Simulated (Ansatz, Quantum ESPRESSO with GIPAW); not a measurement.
# Shieldings and field gradients in SiO2 (Quartz), part 2 of 2

The task is to compute the NMR parameters of SiO2 (Quartz) site by site.

Quantum ESPRESSO with GIPAW; PBE.

So far. Step 3 (GIPAW: job nmr): In this run the largest span is that of O (site symmetry 1), with principal values 177.4, 184.1 and 253.0 ppm.

**4. Field gradients**

Level of this step: DFT, PBE, plane-wave PAW, default files, scalar-relativistic, field gradients (Ansatz).

17O has a quadrupole moment, which couples to the field gradient and broadens the lines. The gradient is a property of the ground-state density and needs no response; it is taken from a second code that counts the whole PAW charge. C_Q = eQV_zz/h, with Q = -0.02558 barn for 17O.

This step: DFT, PBE, plane-wave PAW, default files (PAW set soft_2), scalar-relativistic, field gradients (Ansatz 0.2.0), on the same atoms.

Input file input.yaml:

```yaml
crystal:
  lattice:
    - [4.9158, 0.0, 0.0]
    - [-2.4579, 4.2572076799, 0.0]
    - [0.0, 0.0, 5.4091]
  atoms:
    - { symbol: Si, position: [0.4657993248, 0.4657993248, 0.0] }
    - { symbol: Si, position: [0.0, 0.5342006752, 0.6666666667] }
    - { symbol: Si, position: [0.5342006752, 0.0, 0.3333333333] }
    - { symbol: O, position: [0.8641448432, 0.2742436234, 0.4461184821] }
    - { symbol: O, position: [0.7257563766, 0.5899012198, 0.7794518154] }
    - { symbol: O, position: [0.4100987802, 0.1358551568, 0.1127851487] }
    - { symbol: O, position: [0.2742436234, 0.8641448432, 0.5538815179] }
    - { symbol: O, position: [0.5899012198, 0.7257563766, 0.2205481846] }
    - { symbol: O, position: [0.1358551568, 0.4100987802, 0.8872148513] }
kpoints:
  mp_grid: { grid: [4, 4, 3] }
scf:
  occupations: { method: fixed }
hamiltonian:
  xc: pbe
output:
  forces: false
  stress: false
  efg: { quadrupole_moments_barn: { O: -0.02558 } }
  write_density: true
  write_potential: true
  elf: true
  volumetric_format: npy
```

On the command line:

```sh
ansatz run input.yaml --threads 8 --pin off --max-ram 16384MiB --backend cpu --events-out ev --progress --plain --runs-dir out
```

Log:

```text
[... set-up, SCF cycles and energies left out ...]
--- PAW observables at the nuclei: V_zz in 10²¹ V/m², potentials from the cell's mean, atoms counted from 1 ---
  atom   1  Si V_zz =    +0.662509   η = 0.6068   by run symmetry: allowed
  atom   2  Si V_zz =    +0.662509   η = 0.6068   by run symmetry: allowed
  atom   3  Si V_zz =    +0.662509   η = 0.6068   by run symmetry: allowed
  atom   4  O  V_zz =    +9.352416   η = 0.2493   by run symmetry: allowed   C_q = -5.7847 MHz
  atom   5  O  V_zz =    +9.352416   η = 0.2493   by run symmetry: allowed   C_q = -5.7847 MHz
  atom   6  O  V_zz =    +9.352416   η = 0.2493   by run symmetry: allowed   C_q = -5.7847 MHz
  atom   7  O  V_zz =    +9.352416   η = 0.2493   by run symmetry: allowed   C_q = -5.7847 MHz
  atom   8  O  V_zz =    +9.352416   η = 0.2493   by run symmetry: allowed   C_q = -5.7847 MHz
  atom   9  O  V_zz =    +9.352416   η = 0.2493   by run symmetry: allowed   C_q = -5.7847 MHz
--- Band table (eV; the first three rows and the last of 9) ---
  k-point 0: bands = ["-16.7543", "-15.2476", "-15.2476", "-14.6063", "-14.6063", "-14.5975", "-5.5329", "-5.5329", "-2.7733", "-2.7408", "-2.5458", "-2.5458", "-0.3279", "-0.3279", "-0.0693", "0.1681", "1.1621", "1.1621", "1.2023", "1.5273", "1.5273", "1.7282", "2.2719", "2.2719", "8.3935", "11.7552", "11.7552", "12.3362", "12.3362", "13.5241", "14.0541", "14.7527", "14.8446"]
  k-point 1: bands = ["-16.5408", "-15.9689", "-14.7179", "-14.6132", "-14.6039", "-14.5883", "-6.4586", "-4.1842", "-3.1475", "-2.8790", "-2.8515", "-2.0796", "-0.3593", "-0.0399", "0.0215", "0.4520", "0.7578", "0.8846", "1.0114", "1.1491", "1.3764", "2.0107", "2.4216", "2.4226", "9.4114", "11.2882", "11.7009", "11.7189", "12.8528", "12.9852", "13.8198", "14.2387", "14.3272"]
  k-point 2: bands = ["-16.5760", "-15.4442", "-15.2271", "-14.6652", "-14.6338", "-14.5982", "-5.6128", "-5.1680", "-2.8630", "-2.7901", "-2.6967", "-2.2540", "-0.5231", "-0.2089", "-0.0353", "0.4161", "0.6247", "1.0627", "1.1382", "1.4612", "1.5558", "1.7016", "2.3226", "2.4057", "9.2924", "11.7595", "11.8154", "12.3255", "12.5814", "13.3346", "13.6218", "14.3524", "14.7272"]
  k-point 8: bands = ["-16.2072", "-15.7861", "-15.2688", "-14.6922", "-14.6677", "-14.6287", "-5.5704", "-4.5348", "-3.7634", "-2.6507", "-2.3513", "-2.2172", "-0.6111", "-0.3573", "-0.0008", "0.4061", "0.6850", "0.8642", "1.3008", "1.4638", "1.6445", "1.8101", "2.0992", "2.3029", "10.9150", "11.7597", "12.0239", "12.4803", "12.6400", "12.9983", "13.1895", "13.7445", "14.1094"]

[the lines on potentials at the nuclei are left out]
```

Run time: 0.67 s. Hardware: 8 threads of Arm Neoverse V2, shared host; peak memory 0.43 GiB; 3.5 s of CPU time.

The same from gipaw.x, job efg (1.2 s), which warns that it leaves out the neighbours' augmentation charge. V_zz in 10²¹ V/m²:

| site | Ansatz | gipaw.x | η_Q, first | η_Q, second |
| --- | --- | --- | --- | --- |
| Si | 0.663 | 0.645 | 0.61 | 0.69 |
| O | 9.352 | 8.958 | 0.25 | 0.26 |

Gradients over 0.05 agree within 5 %.

Among nuclei of half-integer spin the second-order effect is largest for 17O on O (spin 5/2, C_Q -5.78 MHz): at 9.4 T it moves the centre of gravity of the MAS line by -70 ppm from δ_iso, and by a quarter of that at twice the field, by δ_Q = −(3/40)(C_Q/ν0)²(1 + η²/3)[I(I+1) − 3/4]/[I²(2I−1)²] × 10⁶ ppm with ν0 = 54.3 MHz.

**5. From shieldings to shifts**

Covalently bonded atoms count as neighbours within 1.18 times the sum of their radii. Otherwise a cation's neighbours lie within 1.2 times its shortest bond (1.3 for large cations, each anion's radius taken off where they differ), and an anion's are the cations that count it.

| site | atom no. | atoms in cell | surroundings | bonds (Å) | σ_iso (ppm) | C_Q (MHz) | η_Q |
| --- | --- | --- | --- | --- | --- | --- | --- |
| Si | 1 | 3 | SiO4, Q4 | 1.62 to 1.63 | 428.4 | - | - |
| O | 4 | 6 | bridging Si-O-Si, 141° | 1.62 to 1.63 | 204.8 | -5.78 | 0.25 |

Simulated spectrum: 29Si static powder, 20 T (169.3 MHz), lines broadened by 0.8 ppm; the axis counts ppm from the isotropic position of Si, as −Δσ; rigid lattice, with dipolar and J couplings left out.

offset (ppm), intensity and a bar:
```
     7.52       0.00 
     7.08       0.00 
     6.65       0.00 
     6.21       0.00 
     5.81       0.00 
     5.37       0.01 
     4.93       0.01 
     4.53       0.04 #
     4.09       0.17 #####
     3.65       0.32 ##########
     3.25       0.38 ###########
     2.81       0.41 ############
     2.38       0.43 #############
     1.94       0.46 ##############
     1.54       0.49 ###############
     1.10       0.53 ################
     0.66       0.58 #################
     0.26       0.64 ###################
    -0.18       0.74 ######################
    -0.62       0.91 ###########################
    -0.95       1.00 ##############################
    -1.02       1.00 ##############################
    -1.46       0.86 ##########################
    -1.89       0.72 ######################
    -2.33       0.62 ###################
    -2.74       0.50 ###############
    -3.17       0.24 #######
    -3.61       0.06 ##
    -4.01       0.02 #
    -4.45       0.01 
    -4.89       0.01 
    -5.29       0.01 
    -5.73       0.00 
    -6.17       0.00 
    -6.57       0.00
```

Most prominent maxima (ppm: height): -0.95: 1.00.

Simulated spectrum: 17O fast MAS, 18.8 T (108.6 MHz), central transition to second order, lines broadened by 1.5 ppm; the axis counts ppm from the isotropic position of O, as −Δσ; rigid lattice, with dipolar and J couplings and satellite transitions left out.

offset (ppm), intensity and a bar:
```
      4.2       0.00 
      2.5       0.00 
      0.8       0.00 
     -0.9       0.01 
     -2.5       0.06 ##
     -4.2       0.47 ##############
     -5.9       0.61 ##################
     -7.5       0.72 ######################
     -9.2       0.98 #############################
     -9.4       1.00 ##############################
    -10.9       0.80 ########################
    -12.4       0.66 ####################
    -14.1       0.60 ##################
    -15.8       0.57 #################
    -17.5       0.56 #################
    -19.1       0.56 #################
    -20.8       0.59 ##################
    -22.5       0.66 ####################
    -24.1       0.86 ##########################
    -24.6       0.91 ###########################
    -25.8       0.70 #####################
    -27.5       0.49 ###############
    -29.0       0.40 ############
    -30.7       0.15 ####
    -32.4       0.10 ###
    -34.1       0.09 ###
    -35.7       0.08 ###
    -37.4       0.08 ##
    -39.1       0.08 ##
    -40.7       0.07 ##
    -42.4       0.06 ##
    -44.1       0.01 
    -45.6       0.00 
    -47.3       0.00 
    -49.0       0.00 
    -50.6       0.00
```

Most prominent maxima (ppm: height): -9.4: 1.00, -24.6: 0.91.

**6. What the settings change**

Each row names what was changed: the structure as given shows what the relaxation did; another functional shows how far the paramagnetic term hangs on the exchange-correlation form; another cutoff tests the basis; another mesh tests the sampling of the zone.

Changes of σ_iso (ppm) against the run above (PBE, cutoffs 55 and 330 Ry, mesh 3×3×3, 16 min). Times are CPU times of pw.x and gipaw.x together, on 8 MPI ranks of Arm Neoverse V2, shared host; on a shared host they are rough. A run is marked as doubtful where the f-sum miss passes 0.015 electrons, or that much for each three atoms in larger cells (with Tl, Pb, Hg, Bi or Sn a third of that, or a mesh spacing over 0.26 Å⁻¹), or where the susceptibility is unphysically large.

| run | CPU time | f-sum miss | Si | O |
| --- | --- | --- | --- | --- |
| structure as given | 18 min | 0.0077 | +3.5 | +5.3 |
| LDA | 14 min | 0.0092 | -17.5 | -14.7 |
| cutoffs 40 and 330 Ry (marked) | 9.4 min | 0.045 | -0.0 | -0.4 |
| mesh 2×2×2 (marked) | 9.4 min | 0.085 | +0.3 | -15.1 |

The largest move is -17.5 ppm, on Si, from LDA.

**7. What came out**

- 29Si shielding without shape term: 428.4 ppm
- 17O shielding without shape term: 204.8 ppm
- 17O size of C_Q: 5.78 MHz

**Reading.** 29Si has one site (SiO4, Q4), with isotropic shielding 428.4 ppm (shape term left out). A shift needs a reference, δ = σ_ref − σ, fixed on measured compounds; for 29Si of this kind at this level too few were at hand, or they scattered too widely about a line, so none is given. A finer mesh and a higher cutoff were not carried through on these files. The largest change with the functional is 17.5 ppm in absolute shielding; part of that drops out once each functional has its own reference line. In PBE checks against another PAW code, field gradients made this way came out 2 to 6 % larger on O (three silicas and corundum) and 10 % smaller on Al (corundum alone). This build of gipaw.x prints that it is not audited and that its numbers are no references by themselves. It also reports spline_ps as false although the input sets it; why was not traced. pw.x warned of eigenvalues not converged in some cycles of 2 ground-state runs, which then met the threshold.

[Banner, clock, file and message-heading lines were taken out of the pw.x and gipaw.x logs.]

[Logs are printed without paths, hosts, clocks, repeated set-up lines and the standing remarks that a program may print on its own settings, such as how far it seeks lower states.]

[Hosts, paths, dates, database ids (printed as entryN), source tags and the programs' standing remarks are cut or masked in the printed files.]

[Where no reference line passes its bar on scatter, no shift is given, so a measured shift of this compound may stand uncompared.]
